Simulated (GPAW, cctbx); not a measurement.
## BC: what bonding does to one electron reflection, worked out

BC, P6_3/mmc (no. 194), a = 2.7269 Å, b = 2.7269 Å, c = 10.1055 Å, α = 90.00°, β = 90.00°, γ = 120.00°.

```csv
atom,mult.,x,y,z
C1,4,2/3,1/3,0.8434
B1,4,0,0,0.8553
```

The cell comes from substitution in a known structure type and wasn't matched to any measured phase.

A DFT run (GPAW, PBE, 550 eV, 8×8×2 k-points (along the axes of the calculation cell), Fermi–Dirac width 0.05 eV) gives the static X-ray structure factor of 002 as 12.340 e for the conventional cell; superposed free atoms give 11.884 e. **Problem.** Find the Fourier component V of the crystal potential and the two-beam extinction distance at 80 kV in both cases.

## 1. Geometry

The cell volume is Ω = 65.08 Å³ and d(002) = 5.0528 Å, so g = 1/d = 0.1979 Å⁻¹.

## 2. The nuclei

Electrons feel nuclei as well as electrons, so the nuclear charges are summed with the same phases.

Phase sums Σ exp(2πi h·x), turned so that the total is real and positive: C +1.547, B +0.980. Then F_Z = 6 × (+1.547) + 5 × (+0.980) = 14.18 e. The electron term has the same sign for this reflection.

## 3. Mott–Bethe

Poisson's equation, term by term, gives V = (e/4πε₀)(F_Z − F)/(πΩg²), with e/4πε₀ = 14.3996 V Å.

The prefactor is 14.3996 × 5.0528²/(π × 65.08) = 1.79815 V per electron. Free atoms: (14.18 − 11.884) × 1.79815 = 4.129 V. Crystal: (14.18 − 12.340) × 1.79815 = 3.309 V. F changes by +3.84 % and V by -19.9 %: the same 0.46 e is measured against F_Z − F = 2.3 e in place of F = 11.9 e.

## 4. Extinction distance

In the two-beam case ξ = 1/(λU) with U = 2γm₀eV/h², that is ξ = 150.41 V Å²/(γλV).

At 80 kV, λ = 0.04176 Å and γ = 1.1566. Free atoms: ξ = 754 Å. Crystal: ξ = 941 Å. The thickness fringes go as sin²(πt/ξ), so the two patterns slip by a quarter of a period when t|1/ξ₁ − 1/ξ₀| = 1/4, at t ≈ 95 nm. Thermal motion, absorption and many-beam coupling, left out here, change a real pattern.

## 5. Answer

V(002) is 3.31 V against 4.13 V, and ξ is 941 against 754 Å. Limits: static atoms, two beams.

[Outputs are excerpts: Python notices, other lines and further rows are left out; steps that failed or that the build refused (PBEsol, TPSS) are not shown.]

[Logs are printed without paths, hosts, clocks, repeated set-up lines and the standing remarks that a program may print on its own settings, such as how far it seeks lower states.]
